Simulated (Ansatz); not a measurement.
## Convergence of a linear-scaling basis for twisted Ti2CO2 MXene bilayer, 38.21° (70 atoms)

Aim: test how closely localised support functions follow the reference on twisted Ti2CO2 MXene bilayer, 38.21° (70 atoms), and at what cost. A setting counts as converged where the r.m.s. difference of forces stays under 1 % of the r.m.s. force.

Program: Ansatz 0.2.0. Level of theory: Kohn-Sham DFT, PBE+D4, PAW (set soft_2), plane waves. Results are calculated unless marked as measured.

Report form: the programs' logs are mostly left out.

**1. Starting point**

The cell holds 70 atoms: 14 C, 28 Ti and 28 O. Its edges and angles: a = 8.017 Å, b = 8.017 Å, c = 27.780 Å, α = 90.0°, β = 90.0°, γ = 120.0°. It derives from Ti2CO2 (Ti2CO2 MXene). Ti2CO2 MXene (a = 3.03 Å) under Ti2CO2 MXene (a = 3.03 Å), bilayer, commensurate cell of 7 unit cells a layer, twist 38.21 deg; facing planes 2.9 Å apart; 16 Å of vacuum; layers as built, displaced by a Gaussian of 0.01 Å. Regions: layer 1, 35 atoms (7 C, 14 Ti and 14 O); layer 2, 35 atoms (7 C, 14 Ti and 14 O). Vacuum lies along c.

What the set-up can't give: Beside vacuum, support functions can miss their usual error bounds without a warning. The main run has no spin polarisation, so moments on Ti can't form in it, and no Hubbard term.

**2. Plane-wave single point**

This run is the reference for what follows, at a cutoff of 420 eV.

Input file input.yaml:

```yaml
crystal:
  lattice:
    - [8.0166, 0.0, 0.0]
    - [-4.0083, 6.94258, 0.0]
    - [0.0, 0.0, 27.78]
  atoms:
    - { symbol: C, position: [0.99922, 0.99773, 0.36831] }
    - { symbol: Ti, position: [0.1906, 0.23842, 0.41491] }
    - { symbol: Ti, position: [0.23746, 0.04549, 0.32033] }
    - { symbol: O, position: [0.23593, 0.04607, 0.44708] }
    - { symbol: O, position: [0.19203, 0.23751, 0.28871] }
    - { symbol: C, position: [0.14208, 0.42658, 0.36797] }
    - { symbol: Ti, position: [0.33215, 0.66558, 0.41491] }
    - { symbol: Ti, position: [0.37989, 0.47608, 0.32018] }
[... 58 atom lines left out ...]
    - { symbol: Ti, position: [0.11326, 0.43658, 0.67927] }
    - { symbol: Ti, position: [0.165, 0.6763, 0.58519] }
    - { symbol: O, position: [0.16126, 0.67706, 0.7119] }
    - { symbol: O, position: [0.11572, 0.43948, 0.55207] }
kpoints:
  mp_grid: { grid: [3, 3, 1] }
hamiltonian:
  xc: pbe
  dispersion: d4
scf:
  occupations: { method: fermi_dirac, width: 0.025 }
output:
  forces: true
  populations: intrinsic
  dos:
    method: { smearing: { sigma: 0.1 } }
    de: 0.1
    projected:
      site_lists:
        C: [C]
        O: [O]
        Ti: [Ti]
        layer_1: [0, 1, 2, 3, 4, 5, 6, 7, 8, 9, 10, 11, 12, 13, 14, 15, 16, 17, 18, 19, 20, 21, 22, 23, 24, 25, 26, 27, 28, 29, 30, 31, 32, 33, 34]
        layer_2: [35, 36, 37, 38, 39, 40, 41, 42, 43, 44, 45, 46, 47, 48, 49, 50, 51, 52, 53, 54, 55, 56, 57, 58, 59, 60, 61, 62, 63, 64, 65, 66, 67, 68, 69]
  eigenvalues: true
  write_density: true
  write_potential: true
  volumetric_format: npy
```

Started as:

```bash
$ ansatz run input.yaml --threads 4 --pin off --max-ram 8192MiB --backend cpu --events-out ev --progress --plain --runs-dir out
```

Run time: 4.4 min. Hardware: 4 threads of Arm Neoverse V2, shared host; peak memory 5.5 GiB; 17 min of CPU time.

The program notes that it cut back its work space to fit the memory limit and the exchange-correlation potential is rough where the density is thin.

Read from the output:

```
free energy                                      : -89478.7285 eV
free energy per atom                             : -1278.2676 eV/atom
SCF cycles                                       : 13
r.m.s. force component                           : 0.2007 eV/Å
longest force                                    : 0.6694 eV/Å
Fermi energy                                     : 2.933 eV
gap (highest filled to lowest empty level) : 0.3757 eV
potential in mid-vacuum, over the Fermi level    : 5.568 eV
potential 4.5 Å over the upper face              : 5.564 eV
potential 4.5 Å under the lower face             : 5.573 eV
```

The r.m.s. force component of 0.20 eV/Å sets the scale for the differences below.

**3. Support functions medium**

With localised support functions most steps grow linearly with size, though the diagonalisation grows faster unless the density matrix is cut; this run measures error and cost at this size. The level medium gives here a grid of 48×48×162 points and a radius of 3.58 Å. Besides, the program derives a nominal cutoff of 464 eV for this run, against the reference's 420.

This step: Kohn-Sham DFT, PBE+D4, PAW (set soft_2), localised support functions (medium) (Ansatz 0.2.0).

input.yaml, the sections that differ from step 2:

```yaml
scf:
  occupations: { method: fermi_dirac, width: 0.025 }
  eigensolver: { kind: { support_functions: { accuracy: medium } } }
  mixing: { beta: 0.2 }
  max_iter: 150
output:
  forces: true
# crystal, kpoints, hamiltonian: as in step 2
```

The job ended after 5.5 min (4 threads; peak memory 4.9 GiB).

The program notes that the band table was not solved further than the SCF left it and it switched symmetry off.

Keys that differ from the reference: support_functions.accuracy = "medium", scf.max_iter = 150 and scf.mixing.beta = 0.2.

Forces differ from the reference by 0.89 meV/Å r.m.s., 0.44 % of their size, within a tolerance of 1 %; the energy by -4.4 meV/atom. The two runs also began from different starting densities, which bears on cycles and time.

**4. Support functions low**

With localised support functions most steps grow linearly with size, though the diagonalisation grows faster unless the density matrix is cut; this run measures error and cost at this size. The level low gives here a grid of 48×48×150 points and a radius of 3.58 Å.

This step: Kohn-Sham DFT, PBE+D4, PAW (set soft_2), localised support functions (low) (Ansatz 0.2.0).

input.yaml, the sections that differ from step 3:

```yaml
scf:
  occupations: { method: fermi_dirac, width: 0.025 }
  eigensolver: { kind: { support_functions: { accuracy: low } } }
  mixing: { beta: 0.2 }
  max_iter: 150
# crystal, kpoints, hamiltonian, output: as in step 3
```

Elapsed: 5 min, on 4 threads; peak memory 4.7 GiB; 20 min of CPU time.

Keys that differ from the reference: support_functions.accuracy = "low", scf.max_iter = 150 and scf.mixing.beta = 0.2.

Forces differ from the reference by 1.2 meV/Å r.m.s., 0.60 % of their size, within a tolerance of 1 %; the energy by -4.4 meV/atom. The two runs also began from different starting densities, which bears on cycles and time.

**5. Support functions medium, radius 3.47 Å**

The radius confines each support function; a larger one gives more freedom and more work per atom. Besides, the program derives a nominal cutoff of 464 eV for this run, against the reference's 420.

This step: Kohn-Sham DFT, PBE+D4, PAW (set soft_2), localised support functions (medium) (Ansatz 0.2.0).

input.yaml, the sections that differ from step 4:

```yaml
scf:
  occupations: { method: fermi_dirac, width: 0.025 }
  eigensolver: { kind: { support_functions: { accuracy: medium, radius: 3.47 } } }
  mixing: { beta: 0.2 }
  max_iter: 150
# crystal, kpoints, hamiltonian, output: as in step 4
```

Wall time 5.2 min (4 threads); peak memory 4.8 GiB.

Keys that differ from the reference: support_functions.accuracy = "medium", support_functions.radius = 3.47, scf.max_iter = 150 and scf.mixing.beta = 0.2.

Forces differ from the reference by 0.99 meV/Å r.m.s., 0.49 % of their size, within a tolerance of 1 %; the energy by -4.4 meV/atom. The two runs also began from different starting densities, which bears on cycles and time.

**6. Support functions medium, radius 3.75 Å**

input.yaml, the sections that differ from step 5:

```yaml
scf:
  occupations: { method: fermi_dirac, width: 0.025 }
  eigensolver: { kind: { support_functions: { accuracy: medium, radius: 3.75 } } }
  mixing: { beta: 0.2 }
  max_iter: 150
# crystal, kpoints, hamiltonian, output: as in step 5
```

The job ended after 6.3 min (4 threads; peak memory 5.2 GiB; 25 min of CPU time).

Keys that differ from the reference: support_functions.accuracy = "medium", support_functions.radius = 3.75, scf.max_iter = 150 and scf.mixing.beta = 0.2.

Forces differ from the reference by 0.77 meV/Å r.m.s., 0.38 % of their size, within a tolerance of 1 %; the energy by -4.4 meV/atom. It took 6.3 min and 21 cycles; the reference's time can't be set against it, since the two runs asked for unlike analyses. The two runs also began from different starting densities, which bears on cycles and time.

**7. Support functions medium, radius 3.04 Å**

The radius confines each support function; a larger one gives more freedom and more work per atom.

input.yaml, the sections that differ from step 6:

```yaml
scf:
  occupations: { method: fermi_dirac, width: 0.025 }
  eigensolver: { kind: { support_functions: { accuracy: medium, radius: 3.04 } } }
  mixing: { beta: 0.2 }
  max_iter: 150
output:
  forces: true
  eigenvalues: true
# crystal, kpoints, hamiltonian: as in step 6
```

The job ended after 4.4 s (4 threads; peak memory 0.38 GiB).

The program refuses radii under 3.40 Å for these atoms at this level.

**8. What each setting buys**

Differences are against the plane-wave reference (Kohn-Sham DFT, PBE+D4, PAW (set soft_2), plane waves), whose r.m.s. force component is 0.201 eV/Å. Energies are set beside the reference only for runs with its functional, potentials and electron count. Times are for 4 threads of Arm Neoverse V2, shared host. The reference's time includes the DOS and grids, which some other runs skip.

```csv
run,"Δ force, r.m.s. (meV/Å)",share of r.m.s. force (%),Δ energy (meV/atom),Δ gap (eV),cycles,time,host memory (GiB)
reference,-,-,-,-,13,4.4 min,5.5
support functions medium,0.891,0.444,-4.38,4.0e-4,20,5.5 min,4.9
support functions low,1.20,0.597,-4.41,5.0e-4,18,5 min,4.7
"support functions medium, radius 3.47 Å",0.986,0.491,-4.38,5.0e-4,20,5.2 min,4.8
"support functions medium, radius 3.75 Å",0.766,0.382,-4.38,1.0e-4,21,6.3 min,5.2
```

**9. The reference in detail**

The comparisons rest on this run, so its electronic structure is set out here.

Length of the force by element:

```csv
element,coordination,atoms,mean length of the force (eV/Å),spread,least,most
C,all,14,0.329,0.141,0.107,0.613
O,all,28,0.277,0.102,0.118,0.450
Ti,all,28,0.355,0.158,0.0373,0.669
```

Intrinsic-atomic-orbital charges by element:

```csv
element,coordination,atoms,mean charge (e),spread,least,most
C,all,14,-0.945,0.0028,-0.950,-0.940
O,all,28,-0.639,0.0047,-0.650,-0.631
Ti,all,28,1.11,0.005,1.10,1.12
```

By region:

```csv
region,atoms,mean length of the force (eV/Å),net charge (e)
layer 1,35,0.28,0
layer 2,35,0.357,0
```

Density of states as counts of states in windows of 0.5 eV (from the Fermi level), total and the larger projections:

```csv
from (eV),to (eV),total,layer 2,layer 1,Ti d,O p,C p
-10,-9.5,5.5,2.6,2.9,1.3,0.0,0.0
-9.5,-7,0.0,0.0,0.0,0.0,0.0,0.0
-7,-6.5,0.8,0.4,0.4,0.2,0.4,0.1
-6.5,-6,10.7,5.4,5.2,2.6,5.3,1.6
-6,-5.5,34.7,17.3,17.2,8.3,21.7,2.2
-5.5,-5,31.4,15.6,15.6,8.1,18.7,3.1
-5,-4.5,56.2,28.0,27.9,13.3,35.9,5.1
-4.5,-4,33.0,16.1,16.6,4.7,25.0,1.2
-4,-3.5,7.1,3.6,3.4,2.0,3.1,1.6
-3.5,-3,15.8,7.9,7.8,4.7,5.8,4.7
-3,-2.5,15.8,7.8,7.9,4.9,4.0,6.2
-2.5,-2,19.8,9.9,9.7,4.9,5.6,8.6
-2,-1.5,15.4,7.5,7.7,4.9,3.2,6.8
-1.5,-1,9.4,4.6,4.8,2.2,3.0,3.8
-1,-0.5,1.2,0.5,0.7,0.3,0.3,0.5
-0.5,0,0.9,0.4,0.4,0.1,0.3,0.5
0,0.5,13.3,6.9,6.2,10.1,2.5,0.4
0.5,1,16.0,7.7,8.2,13.2,1.9,0.7
```

Between -26 and -10 eV lie 79 more states.

The stored curve holds about 336 of the 560 electrons; the rest, give or take the few that broadening carries across the Fermi level, lie in deeper levels below its range.

The levels nearest the highest filled one (over half full), pooled over k-points and spins:

```csv
level less the highest filled one (eV),occupation
-0.796,2
-0.785,2
-0.0408,2
-0.0228,2.00
-0.0215,2.00
0,2.00
0.376,0.001
0.383,0
0.386,0
0.392,0
0.418,0
0.426,0
```

Planar average of the electrostatic potential energy along the normal, with the Fermi level as zero, after a running mean with a triangular window 4 Å wide at its base:

```csv
height (Å),potential energy (eV)
0.0,5.57
0.7,5.57
1.6,5.57
2.3,5.57
3.2,5.57
3.9,5.57
4.8,5.56
5.5,5.44
6.4,3.92
7.1,0.56
8.0,-5.05
8.7,-8.38
9.4,-9.29
10.3,-9.20
11.0,-9.28
11.9,-8.01
12.6,-4.38
13.5,0.28
14.2,0.67
15.0,-3.49
15.8,-7.48
16.6,-9.27
17.4,-9.22
18.2,-9.29
19.0,-8.75
19.7,-5.92
20.5,-0.36
21.3,3.39
22.1,5.33
22.9,5.55
23.7,5.56
24.5,5.57
25.3,5.57
26.0,5.57
26.9,5.57
27.6,5.57
```

Valence density in the cb plane at fractional x = 0.021, with atoms of C and Ti and O within 0.2 Å of it. It is the smooth field of the valence electrons, not physical close to the nuclei.

Values in e/Å³, 12 rows by 16 columns, each cell a mean:
```
0.4 1.1 0.5 0.1 0.0 0.0 0.6 7.4 1.0 0.1 2.4 3.5 0.1 0.0 0.0 0.0
0.3 0.3 2.9 1.3 0.0 0.1 0.5 1.4 0.3 0.3 0.9 0.6 0.0 0.0 0.0 0.0
0.3 0.2 5.5 2.8 0.0 0.2 2.9 0.7 0.2 1.7 3.8 0.1 0.0 0.0 0.0 0.0
0.4 0.3 1.0 0.7 0.1 0.1 2.0 0.6 0.2 1.2 2.7 0.2 0.0 0.0 0.0 0.0
2.5 0.3 0.2 1.5 0.5 0.0 0.2 0.3 0.4 0.4 0.4 0.2 0.0 0.0 0.0 0.0
1.7 0.2 0.3 1.1 0.4 0.0 0.1 0.2 0.7 0.5 0.2 0.1 0.0 0.0 0.0 0.0
0.3 0.4 0.6 0.4 0.1 0.1 0.7 0.3 0.4 0.6 0.8 0.1 0.0 0.0 0.0 0.0
0.3 0.5 0.4 0.3 0.1 0.1 0.9 0.5 0.2 0.6 1.4 0.2 0.0 0.0 0.0 0.0
1.9 0.4 0.2 1.1 0.4 0.0 0.2 0.3 0.5 0.4 0.3 0.2 0.0 0.0 0.0 0.0
2.7 0.2 0.2 1.8 0.6 0.0 0.1 0.2 1.1 0.9 0.2 0.1 0.0 0.0 0.0 0.0
0.5 0.6 0.3 0.4 0.1 0.0 0.1 0.3 0.8 0.6 0.2 0.1 0.0 0.0 0.0 0.0
0.5 1.6 0.5 0.1 0.0 0.0 0.3 3.9 0.7 0.2 1.2 1.7 0.0 0.0 0.0 0.0
```
Columns run along c (16.0 Å, from fractional 0.32 to 0.90 of the cell), rows up along b (8.0 Å). Atoms in or near the plane, at fractional coordinates: C at (0.37, 0.00), Ti at (0.41, 0.81), Ti at (0.58, 0.96), O at (0.71, 0.96).

Electrostatic potential energy in the cb plane at fractional x = 0.021, with atoms of C and Ti and O within 0.2 Å of it. With pseudopotentials it is smooth inside the atoms' cores, unlike the true potential.

Ten even steps from '0' (-34 eV) to '9' (9 eV), each cell a mean:
```
99999999999999988873006888999999985100037898
99999999999999988887667666899999986200048888
99999999999997468888874212689999998532478887
99999999999982016889862000479999986666788863
99999999999971006889861000379999940168898740
99999999999994137888873001589999930058898730
99999999999998776678886445789999963377888851
99999999999999752247888877679999998776788875
99999999999998730026888886238999998766777888
99999999999998730026888886248999998877776688
99999999999999753357887666789999999888876677
99999999999999876678887545789999998888888775
99999999999999888888876435789999986678888863
99999999999999888888777656899999985677788852
99999999999999876577888778899999998766788874
99999999999998741137888887679999998876788887
99999999999998630026888885128999999887763378
99999999999998730026888875238999999888840058
99999999999999863357888777779999999888850158
99999999999999887777678888899999998877775678
99999999999999988873016888999999998532478888
99999999999999998871005888999999986200047898
```
Columns run along c (16.0 Å, from fractional 0.10 to 0.68 of the cell; values clipped at the 3rd and 97th percentile), rows up along b (8.0 Å). Atoms in or near the plane, at fractional coordinates: C at (0.37, 0.00), Ti at (0.41, 0.81), O at (0.29, 0.81), Ti at (0.58, 0.96).

Mean intrinsic-atomic-orbital charges: C -0.94, O -0.64, Ti +1.11 e. Just under the Fermi level the largest share is C p (53 % of the projected weight), just over it Ti d (74 % of the projected weight). The potential stands 5.74 eV above the highest filled level over the upper face and 5.74 eV under the lower one, a reading of the ionisation potential at this level.

**10. Distances and neighbours**

These statistics describe the geometry on which the runs were made.

Normalised to the volume that the atoms fill. Pair distribution functions g(r), in bins of 0.2 Å:

```csv
r (Å),total,O-O,O-Ti,O-C,Ti-Ti,Ti-C,C-C
1.90,2.63,0.00,8.20,0.00,0.00,0.00,0.00
2.10,1.88,0.00,0.19,0.00,0.00,11.35,0.00
2.30,0.38,0.00,0.00,0.00,0.00,2.36,0.00
2.50,0.00,0.00,0.00,0.00,0.00,0.00,0.00
2.70,0.10,0.00,0.00,0.60,0.00,0.00,0.00
2.90,1.36,0.44,0.00,7.60,0.35,0.00,0.35
3.10,3.31,7.11,0.00,0.00,10.07,0.00,13.90
3.30,0.05,0.29,0.00,0.00,0.00,0.00,0.00
3.50,0.51,0.19,1.49,0.00,0.00,0.00,0.00
3.70,1.41,0.28,1.90,0.00,0.00,4.69,0.00
3.90,0.11,0.25,0.20,0.00,0.00,0.00,0.00
4.10,0.71,0.14,0.23,3.82,0.00,0.00,0.00
4.30,0.36,0.21,0.21,0.00,1.63,0.00,0.00
4.50,0.09,0.19,0.15,0.00,0.08,0.00,0.00
4.70,2.54,1.68,6.20,0.00,0.03,1.74,0.00
4.90,0.72,0.10,0.15,0.00,0.20,3.92,0.00
5.10,0.92,0.21,0.16,5.06,0.18,0.00,0.00
5.30,1.49,2.54,0.18,0.34,4.86,0.00,4.75
5.50,0.16,0.10,0.18,0.39,0.13,0.00,0.00
5.70,0.29,1.24,0.08,0.19,0.22,0.00,0.00
5.90,0.15,0.09,0.20,0.34,0.11,0.00,0.00
6.10,0.89,1.95,0.14,0.32,1.92,0.23,3.56
6.30,1.23,0.56,3.25,0.22,0.14,0.29,0.00
6.50,0.92,1.30,0.29,0.33,0.11,3.43,0.00
6.70,0.73,0.15,0.34,3.23,0.24,0.24,0.00
6.90,0.50,0.11,0.62,0.13,1.43,0.23,0.00
7.10,0.93,0.11,1.84,0.32,0.12,1.57,0.00
7.30,0.40,0.22,0.19,1.46,0.17,0.20,0.12
```

Bonds by pair of elements; cutoffs follow the first minimum of g(r), held within bounds set by covalent radii, and pairs that aren't listed don't count as bonded:

```csv
pair A-B,cutoff (Å),bonds,mean length (Å),spread (Å),shortest (Å),B about A,A about B
O-Ti,2.64,84,1.97,0.015,1.94,3,3
Ti-C,2.64,84,2.18,0.017,2.13,3,6
```

How many atoms have how many bonded neighbours:

```csv
element,mean,3,6
C,6,0,14
O,3,28,0
Ti,6,0,28
```

Counting bonds as in the table, all C atoms have 6, all O atoms have 3 and all Ti atoms have 6 bonded neighbours.

Local excerpt of 8 atoms (numbers count through the whole input) about Ti68, which bears the longest force; x, y, z are measured from there.

```csv
atom,x,y,z,distance (Å),bonds,intrinsic-atomic-orbital charge (e),Fx,Fy,Fz (eV/Å)
Ti68,0.00,0.00,0.00,0.00,6,1.11,-0.30,0.60,-0.01
O70,0.55,-1.64,-0.92,1.96,3,-0.63,0.09,0.03,0.17
O50,1.12,1.35,-0.91,1.97,3,-0.64,0.20,-0.35,0.20
O65,-1.73,0.35,-0.92,1.99,3,-0.64,-0.06,-0.13,0.29
C66,1.69,-0.32,1.32,2.17,6,-0.95,0.15,-0.04,-0.26
C61,-0.58,1.66,1.29,2.18,6,-0.95,-0.17,-0.11,0.30
C41,-1.18,-1.33,1.30,2.20,6,-0.95,0.16,0.29,0.06
Ti58,2.25,-1.98,0.00,3.00,6,1.11,0.45,-0.21,-0.02
```

The column of bonds counts only the pairs O-Ti within 2.64 Å, Ti-C within 2.64 Å; other neighbours, such as metal atoms beside each other in a compound, aren't counted, and periodic images can show an atom twice.

**11. Summary of results**

| Item | Value |
| --- | --- |
| free energy per atom | -1278.2676 eV/atom |
| r.m.s. force component | 0.2007 eV/Å |
| gap (highest filled to lowest empty level) | 0.3757 eV |
| potential in mid-vacuum, over the Fermi level | 5.568 eV |
| wall time of the 5 DFT runs | 26 min |

What this shows: Against plane waves at 420 eV, the forces differ by 0.89 meV/Å (0.44 %) with support functions medium, and by 0.77 meV/Å in the closest run (support functions medium, radius 3.75 Å). Differences between support functions and plane waves include what basis error the plane-wave run still has. As the radius goes from 3.47 to 3.75 Å, the force difference goes from 0.99 to 0.77 meV/Å, and the time from 5.2 min to 6.3 min.

The highest filled and lowest empty levels differ by 0.376 eV (on the run's k-points); a semilocal functional tends to put such gaps too low. The potential stands 5.74 eV above the highest filled level over the upper face and 5.74 eV under the lower one, a reading of the ionisation potential at this level. Counting bonds as in the table, all C atoms have 6, all O atoms have 3 and all Ti atoms have 6 bonded neighbours.

What to keep in mind: The geometry was built by rule, was displaced at random and isn't relaxed at this level: its force components are 0.20 eV/Å r.m.s.

[Logs are printed without paths, hosts, clocks, repeated set-up lines and the standing remarks that a program may print on its own settings, such as how far it seeks lower states.]

[Hosts, paths, dates, database ids (printed as entryN), source tags and the programs' standing remarks are cut or masked in the printed files.]
